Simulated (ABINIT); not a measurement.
# Mg3PbS (Pm-3m): zone-centre phonons, part 2 of 4

Which modes does Mg3PbS (Pm-3m) have at the zone centre?

ABINIT 10.8.3; DFT LDA, scalar-relativistic, plane waves, HGH norm-conserving pseudopotentials.

So far. Step 5 (Relaxation): The volume changes by +0.5 % in this run and stands -24.7 % from the first cell. The relaxed cell has a = 4.752 Å (conventional setting).

The structure was built from a prototype and need not be the compound's stable phase.

## Step 7: Zone-centre response

At q = 0 one unit cell holds all displacements. The response is solved for single atoms along the cell's directions, and symmetry skips those that follow from others. The crystal is treated as a metal, which screens a static field, so no field response is asked.

The input, dfpt_gamma.abi:

```

# common to the responses
getwfk_filepath "gso_WFK"
kptopt 2
nqpt 1
qpt 0.0 0.0 0.0
asr 0
chneut 0

# displacements
rfphon 1
rfatpol 1 5
rfdir 1 1 1
tolvrs 1.0d-10
prtwf 0

# basis, mesh and filling
ecut 30.0
ixc 7
ngkpt 6 6 6
nshiftk 1
shiftk 0.0 0.0 0.0
istwfk *1
occopt 7
tsmear 0.01
nband 14
nstep 100
diemac 1000000.0
prtebands 0
prtgsr 0

# cell and atoms
acell 8.980348839 8.980348839 8.980348839
rprim 
    1.0 0.0 0.0
    0.0 1.0 0.0
    0.0 0.0 1.0
ntypat 3
znucl 82 16 12
natom 5
typat 1 2 3 3 3
xred 
    0.0 0.0 0.0
    0.5 0.5 0.5
    0.5 0.5 0.0
    0.5 0.0 0.5
    0.0 0.5 0.5
pp_dirpath "./pseudo"
pseudos "Pb.hgh, S.hgh, Mg.hgh"
```

Launch:

```
> OMP_NUM_THREADS=1 mpirun -n 4 abinit dfpt_gamma.abi > dfpt_gamma.log
```

Numbers of over 12 decimals in the logs are rounded to 6 here.

dfpt_gamma.abo, the main output file:

```text
[banners, grids, parts of the stress and lines that vanish by symmetry left out]
- input  file    -> dfpt_gamma.abi
- output file    -> dfpt_gamma.abo
- root for input  files -> dfpt_gammai
- root for output files -> dfpt_gammao

 Symmetries : space group Pm -3 m (#221); Bravais cP (primitive cubic)
================================================================================
 Values of the parameters that define the memory need of the present run (RF).
     intxc =       0      iscf =       7    lmnmax =       6     lnmax =       6
     mgfft =      48  mpssoang =       3    mqgrid =    3001     natom =       5
  nloc_mem =       1    nspden =       1   nspinor =       1    nsppol =       1
      nsym =      48    n1xccc =       0    ntypat =       3    occopt =       7
   xclevel =       1
-    mband =          14        mffmem =           1         mkmem =          28
-   mkqmem =          28        mk1mem =          28           mpw =        5716
      nfft =      110592          nkpt =         112
- my_mband =          14
================================================================================
================================================================================

--------------------------------------------------------------------------------
------------- Echo of variables that govern the present computation ------------
--------------------------------------------------------------------------------
-
- outvars: echo of selected default values
-   iomode0 =  0 , fftalg0 =312 , wfoptalg0 =  0
-
- outvars: echo of global parameters not present in the input file
-  max_nthreads =    1
-
 -outvars: echo values of preprocessed input variables
 [... echo left out ...]
================================================================================

 chkinp: Checking input parameters for consistency.

[...]
== DATASET  1 ==================================================================
-   mpi_nproc: 4, omp_nthreads: 1 (-1 if OMP is not activated)

--- !DatasetInfo
iteration_state: {dtset: 1, }
dimensions: {natom: 5, nkpt: 112, mband: 14, nsppol: 1, nspinor: 1, nspden: 1, mpw: 5716, }
cutoff_energies: {ecut:  30.0, pawecutdg:  -1.0, }
electrons: {nelect:   1.60000000E+01, charge:   0.00000000E+00, occopt:   7.00000000E+00, tsmear:   1.00000000E-02, }
meta: {optdriver: 1, rfphon: 1, }
...

 mkfilename: getwfk from: gso_WFK

 Exchange-correlation functional for the present dataset will be:
  LDA: Perdew-Wang 92 LSD fit to Ceperley-Alder data - ixc=7
 Citation for XC functional:
  J.P.Perdew and Y.Wang, PRB 45, 13244 (1992)

 Real(R)+Recip(G) space primitive vectors, cartesian coordinates (Bohr,Bohr^-1):
 R(1)=  8.9803488  0.0000000  0.0000000  G(1)=  0.1113542  0.0000000  0.0000000
 R(2)=  0.0000000  8.9803488  0.0000000  G(2)=  0.0000000  0.1113542  0.0000000
 R(3)=  0.0000000  0.0000000  8.9803488  G(3)=  0.0000000  0.0000000  0.1113542
 Unit cell volume ucvol=  7.2423519E+02 bohr^3
 Angles (23,13,12)=  9.00000000E+01  9.00000000E+01  9.00000000E+01 degrees
 setup1 : take into account q-point for computing boxcut.

 getcut: wavevector=  0.0000  0.0000  0.0000  ngfft=  48  48  48
         ecut(hartree)=     30.000   => boxcut(ratio)=   2.16782

--- Pseudopotential description ------------------------------------------------
- pspini: atom type   1  psp file is ./pseudo/Pb.hgh

- pspini: atom type   2  psp file is ./pseudo/S.hgh

- pspini: atom type   3  psp file is ./pseudo/Mg.hgh

  -1.61328310E+02                                ecore*ucvol(ha*bohr**3)
--------------------------------------------------------------------------------

 ==>  initialize data related to q vector <==

 The list of irreducible perturbations for this q vector is:
    1)    idir= 1    ipert=   1
    2)    idir= 1    ipert=   2
    3)    idir= 1    ipert=   3
    4)    idir= 3    ipert=   3

[...]
The perturbation idir=   2  ipert=   1 is
 symmetric of a previously calculated perturbation.
 So, its SCF calculation is not needed.

 The perturbation idir=   3  ipert=   1 is
 symmetric of a previously calculated perturbation.
 So, its SCF calculation is not needed.

 The perturbation idir=   2  ipert=   2 is
 symmetric of a previously calculated perturbation.
 So, its SCF calculation is not needed.

 The perturbation idir=   3  ipert=   2 is
 symmetric of a previously calculated perturbation.
 So, its SCF calculation is not needed.

[...]
The perturbation idir=   2  ipert=   5 is
 symmetric of a previously calculated perturbation.
 So, its SCF calculation is not needed.

 The perturbation idir=   3  ipert=   5 is
 symmetric of a previously calculated perturbation.
 So, its SCF calculation is not needed.

--------------------------------------------------------------------------------
 Perturbation wavevector (in red.coord.)   0.000000  0.000000  0.000000
 Perturbation : displacement of atom   1   along direction   1
 Found     8 symmetries that leave the perturbation invariant.

[...]
dfpt_looppert : total number of electrons, from k and k+q
  fully or partially occupied states are    1.600000E+01 and    1.600000E+01.
 Initialisation of the first-order wave-functions :
  ireadwf=   0

--- !BeginCycle
iteration_state: {dtset: 1, }
solver: {iscf: 7, nstep: 100, nline: 4, wfoptalg: 0, }
tolerances: {tolvrs: 1.00E-10, }
...

     iter   2DEtotal(Ha)        deltaE(Ha) residm    vres2
-ETOT  1   42.160376202353     -3.739E+01 1.081E+00 2.134E+05
 ETOT  2   1.983769     -4.018E+01 2.367E-01 3.633E+03
 ETOT  3   1.136594     -8.472E-01 3.918E-02 1.538E+02
 ETOT  4   1.090853     -4.574E-02 1.349E-03 2.845E+00
 ETOT  5   1.089822     -1.031E-03 2.032E-03 8.482E-03
[...]
At SCF step   10       vres2   =  3.33E-11 < tolvrs=  1.00E-10 =>converged.
[...]
Mean square residual over all n,k,spin=   70.080E-10; max=  20.241E-07

 Thirteen components of 2nd-order total energy (hartree) are
 1,2,3: 0th-order hamiltonian combined with 1st-order wavefunctions
     kin0=   7.68702964E+01 eigvalue=  -2.54913515E+00  local=  -2.99310139E+01
 4,5,6: 1st-order hamiltonian combined with 1st and 0th-order wfs
 loc psp =  -3.99847836E+01  Hartree=   2.31880972E+01     xc=  -1.01290911E+01
 note that "loc psp" includes a xc core correction that could be resolved
 7,8,9: eventually, occupation + non-local contributions
    edocc=   7.96324010E+00     enl0=   1.30502863E+01   enl1=  -1.16940576E+02
 1-9 gives the relaxation energy (to be shifted if some occ is /=2.0)
   erelax=  -7.84626799E+01
 10,11,12 Non-relaxation  contributions : frozen-wavefunctions and Ewald
 fr.local=  -1.95276794E+00 fr.nonlo=   5.91161676E+01  Ewald=   2.23891002E+01
 13,14 Frozen wf xc core corrections (1) and (2)
 frxc 1  =   0.00000000E+00  frxc 2 =   0.00000000E+00
 Resulting in :
 2DEtotal=    0.1089819908E+01 Ha. Also 2DEtotal=    0.296555104449E+02 eV
    (2DErelax=   -7.8462679884E+01 Ha. 2DEnonrelax=    7.9552499791E+01 Ha)
    (  non-var. 2DEtotal :    1.0898199551E+00 Ha)

[...]
Perturbation wavevector (in red.coord.)   0.000000  0.000000  0.000000
 Perturbation : displacement of atom   2   along direction   1
 Found     8 symmetries that leave the perturbation invariant.

[...]
dfpt_looppert : total number of electrons, from k and k+q
  fully or partially occupied states are    1.600000E+01 and    1.600000E+01.
 Initialisation of the first-order wave-functions :
  ireadwf=   0

--- !BeginCycle
iteration_state: {dtset: 1, }
solver: {iscf: 7, nstep: 100, nline: 4, wfoptalg: 0, }
tolerances: {tolvrs: 1.00E-10, }
...

     iter   2DEtotal(Ha)        deltaE(Ha) residm    vres2
-ETOT  1   463.52673509820     -1.065E+02 1.132E+01 1.753E+06
[...]
At SCF step   11       vres2   =  3.77E-12 < tolvrs=  1.00E-10 =>converged.
[...]
Mean square residual over all n,k,spin=   13.729E-08; max=  54.018E-06

 Thirteen components of 2nd-order total energy (hartree) are
 1,2,3: 0th-order hamiltonian combined with 1st-order wavefunctions
     kin0=   5.78748527E+02 eigvalue=   6.29862404E+00  local=  -5.70933007E+02
 4,5,6: 1st-order hamiltonian combined with 1st and 0th-order wfs
 loc psp =  -7.88634723E+01  Hartree=   1.79396465E+02     xc=  -5.26175480E+01
 note that "loc psp" includes a xc core correction that could be resolved
 7,8,9: eventually, occupation + non-local contributions
    edocc=   3.54572970E+01     enl0=   3.87221488E+02   enl1=  -1.04828022E+03
 1-9 gives the relaxation energy (to be shifted if some occ is /=2.0)
   erelax=  -5.63571846E+02
 10,11,12 Non-relaxation  contributions : frozen-wavefunctions and Ewald
 fr.local=   2.44393628E+00 fr.nonlo=   5.39569277E+02  Ewald=   2.79863752E+01
 13,14 Frozen wf xc core corrections (1) and (2)
 frxc 1  =   0.00000000E+00  frxc 2 =   0.00000000E+00
 Resulting in :
 2DEtotal=    0.6427742794E+01 Ha. Also 2DEtotal=    0.174907791848E+03 eV
    (2DErelax=   -5.6357184602E+02 Ha. 2DEnonrelax=    5.6999958882E+02 Ha)
    (  non-var. 2DEtotal :    6.4277427214E+00 Ha)

[...]
Perturbation wavevector (in red.coord.)   0.000000  0.000000  0.000000
 Perturbation : displacement of atom   3   along direction   1
 Found     4 symmetries that leave the perturbation invariant.

[...]
dfpt_looppert : total number of electrons, from k and k+q
  fully or partially occupied states are    1.600000E+01 and    1.600000E+01.
 Initialisation of the first-order wave-functions :
  ireadwf=   0

--- !BeginCycle
iteration_state: {dtset: 1, }
solver: {iscf: 7, nstep: 100, nline: 4, wfoptalg: 0, }
tolerances: {tolvrs: 1.00E-10, }
...

     iter   2DEtotal(Ha)        deltaE(Ha) residm    vres2
-ETOT  1   6.281819     -5.875E+00 4.278E-01 3.519E+04
[...]
At SCF step   10       vres2   =  7.11E-12 < tolvrs=  1.00E-10 =>converged.
[...]
Mean square residual over all n,k,spin=   26.700E-10; max=  95.807E-08

 Thirteen components of 2nd-order total energy (hartree) are
 1,2,3: 0th-order hamiltonian combined with 1st-order wavefunctions
     kin0=   1.27654061E+01 eigvalue=  -8.08393292E-01  local=  -7.38627873E+00
 4,5,6: 1st-order hamiltonian combined with 1st and 0th-order wfs
 loc psp =  -1.98045504E+00  Hartree=   3.22180285E+00     xc=  -1.35558470E+00
 note that "loc psp" includes a xc core correction that could be resolved
 7,8,9: eventually, occupation + non-local contributions
    edocc=   9.77731759E-01     enl0=   5.36991765E+00   enl1=  -2.35887482E+01
 1-9 gives the relaxation energy (to be shifted if some occ is /=2.0)
   erelax=  -1.27846016E+01
 10,11,12 Non-relaxation  contributions : frozen-wavefunctions and Ewald
 fr.local=   1.39904618E+00 fr.nonlo=   1.58652960E+01  Ewald=  -5.10789250E+00
 13,14 Frozen wf xc core corrections (1) and (2)
 frxc 1  =   0.00000000E+00  frxc 2 =   0.00000000E+00
 Resulting in :
 2DEtotal=   -0.6281519282E+00 Ha. Also 2DEtotal=   -0.170928847399E+02 eV
    (2DErelax=   -1.2784601612E+01 Ha. 2DEnonrelax=    1.2156449684E+01 Ha)
    (  non-var. 2DEtotal :   -6.2815192489E-01 Ha)

[...]
Perturbation wavevector (in red.coord.)   0.000000  0.000000  0.000000
 Perturbation : displacement of atom   3   along direction   3
 Found     8 symmetries that leave the perturbation invariant.

--------------------------------------------------------------------------------

--------------------------------------------------------------------------------

 dfpt_looppert : total number of electrons, from k and k+q
  fully or partially occupied states are    1.600000E+01 and    1.600000E+01.
 Initialisation of the first-order wave-functions :
  ireadwf=   0

--- !BeginCycle
iteration_state: {dtset: 1, }
solver: {iscf: 7, nstep: 100, nline: 4, wfoptalg: 0, }
tolerances: {tolvrs: 1.00E-10, }
...

     iter   2DEtotal(Ha)        deltaE(Ha) residm    vres2
-ETOT  1   22.632564601101     -3.773E+00 1.061E+00 6.059E+04
[...]
ETOT  9   8.651159     -1.691E-12 2.366E-06 3.038E-10
 ETOT 10   8.651159     -4.263E-14 6.150E-07 1.326E-11

 At SCF step   10       vres2   =  1.33E-11 < tolvrs=  1.00E-10 =>converged.
[...]
Mean square residual over all n,k,spin=   14.189E-10; max=  61.503E-08

 Thirteen components of 2nd-order total energy (hartree) are
 1,2,3: 0th-order hamiltonian combined with 1st-order wavefunctions
     kin0=   1.79378749E+01 eigvalue=  -2.54374314E-01  local=  -1.11830417E+01
 4,5,6: 1st-order hamiltonian combined with 1st and 0th-order wfs
 loc psp =   1.02430922E+00  Hartree=   4.49168140E+00     xc=  -1.36705878E+00
 note that "loc psp" includes a xc core correction that could be resolved
 7,8,9: eventually, occupation + non-local contributions
    edocc=   8.76715808E-01     enl0=   7.25251377E+00   enl1=  -3.65329314E+01
 1-9 gives the relaxation energy (to be shifted if some occ is /=2.0)
   erelax=  -1.77543111E+01
 10,11,12 Non-relaxation  contributions : frozen-wavefunctions and Ewald
 fr.local=  -6.07838030E+01 fr.nonlo=   3.77925624E+01  Ewald=   4.93967103E+01
 13,14 Frozen wf xc core corrections (1) and (2)
 frxc 1  =   0.00000000E+00  frxc 2 =   0.00000000E+00
 Resulting in :
 2DEtotal=    0.8651158595E+01 Ha. Also 2DEtotal=    0.235410017994E+03 eV
    (2DErelax=   -1.7754311128E+01 Ha. 2DEnonrelax=    2.6405469722E+01 Ha)
    (  non-var. 2DEtotal :    8.6511586289E+00 Ha)

[...]
---- first-order wavefunction calculations are completed ----

 ==> Compute Derivative Database <==

 [... matrices left out ...]
  Phonon wavevector (reduced coordinates) :  0.00000  0.00000  0.00000
 Phonon energies in Hartree :
  -5.289426E-04 -5.289426E-04 -5.289426E-04 -4.459845E-04 -4.459845E-04
  -4.459845E-04  8.674781E-06  8.674781E-06  8.674782E-06  3.629183E-04
   3.629183E-04  3.629183E-04  1.953412E-03  1.953412E-03  1.953412E-03
 Phonon frequencies in cm-1    :
- -1.160895E+02 -1.160895E+02 -1.160895E+02 -9.788229E+01 -9.788229E+01
- -9.788229E+01  1.903894E+00  1.903894E+00  1.903894E+00  7.965137E+01
-  7.965137E+01  7.965137E+01  4.287244E+02  4.287244E+02  4.287244E+02

== END DATASET(S) ==============================================================
================================================================================

 -outvars: echo values of variables after computation
            acell      8.9803488390E+00  8.9803488390E+00  8.9803488390E+00 Bohr
           etotal      8.6511585946E+00
            fcart      0.0000000000E+00  0.0000000000E+00  0.0000000000E+00
           strten      0.0000000000E+00  0.0000000000E+00  0.0000000000E+00
================================================================================
```

Run time: 1.8 min. Hardware: 4 MPI ranks of Arm Neoverse V1, shared host.

Read from the output:

| Property | Result |
| --- | --- |
| largest acoustic frequency at the zone centre before the sum rule | 1.9 cm⁻¹ |
| highest optical zone-centre mode (no LO-TO term) | 428.7 cm⁻¹ |
| lowest optical zone-centre mode | -116.1 cm⁻¹ |

The acoustic modes at Γ come out as far as 1.9 cm⁻¹ from zero, where they should vanish, a small numerical error. The lowest optical mode is imaginary, 116i cm⁻¹, an instability at this level and on this k mesh.

(Continued in part 3 of 4.)

[Host names and launcher messages were left out of these logs when they were recorded.]

[Logs are printed without paths, hosts, clocks, repeated set-up lines and the standing remarks that a program may print on its own settings, such as how far it seeks lower states.]

[Hosts, paths, dates, database ids (printed as entryN), source tags and the programs' standing remarks are cut or masked in the printed files.]
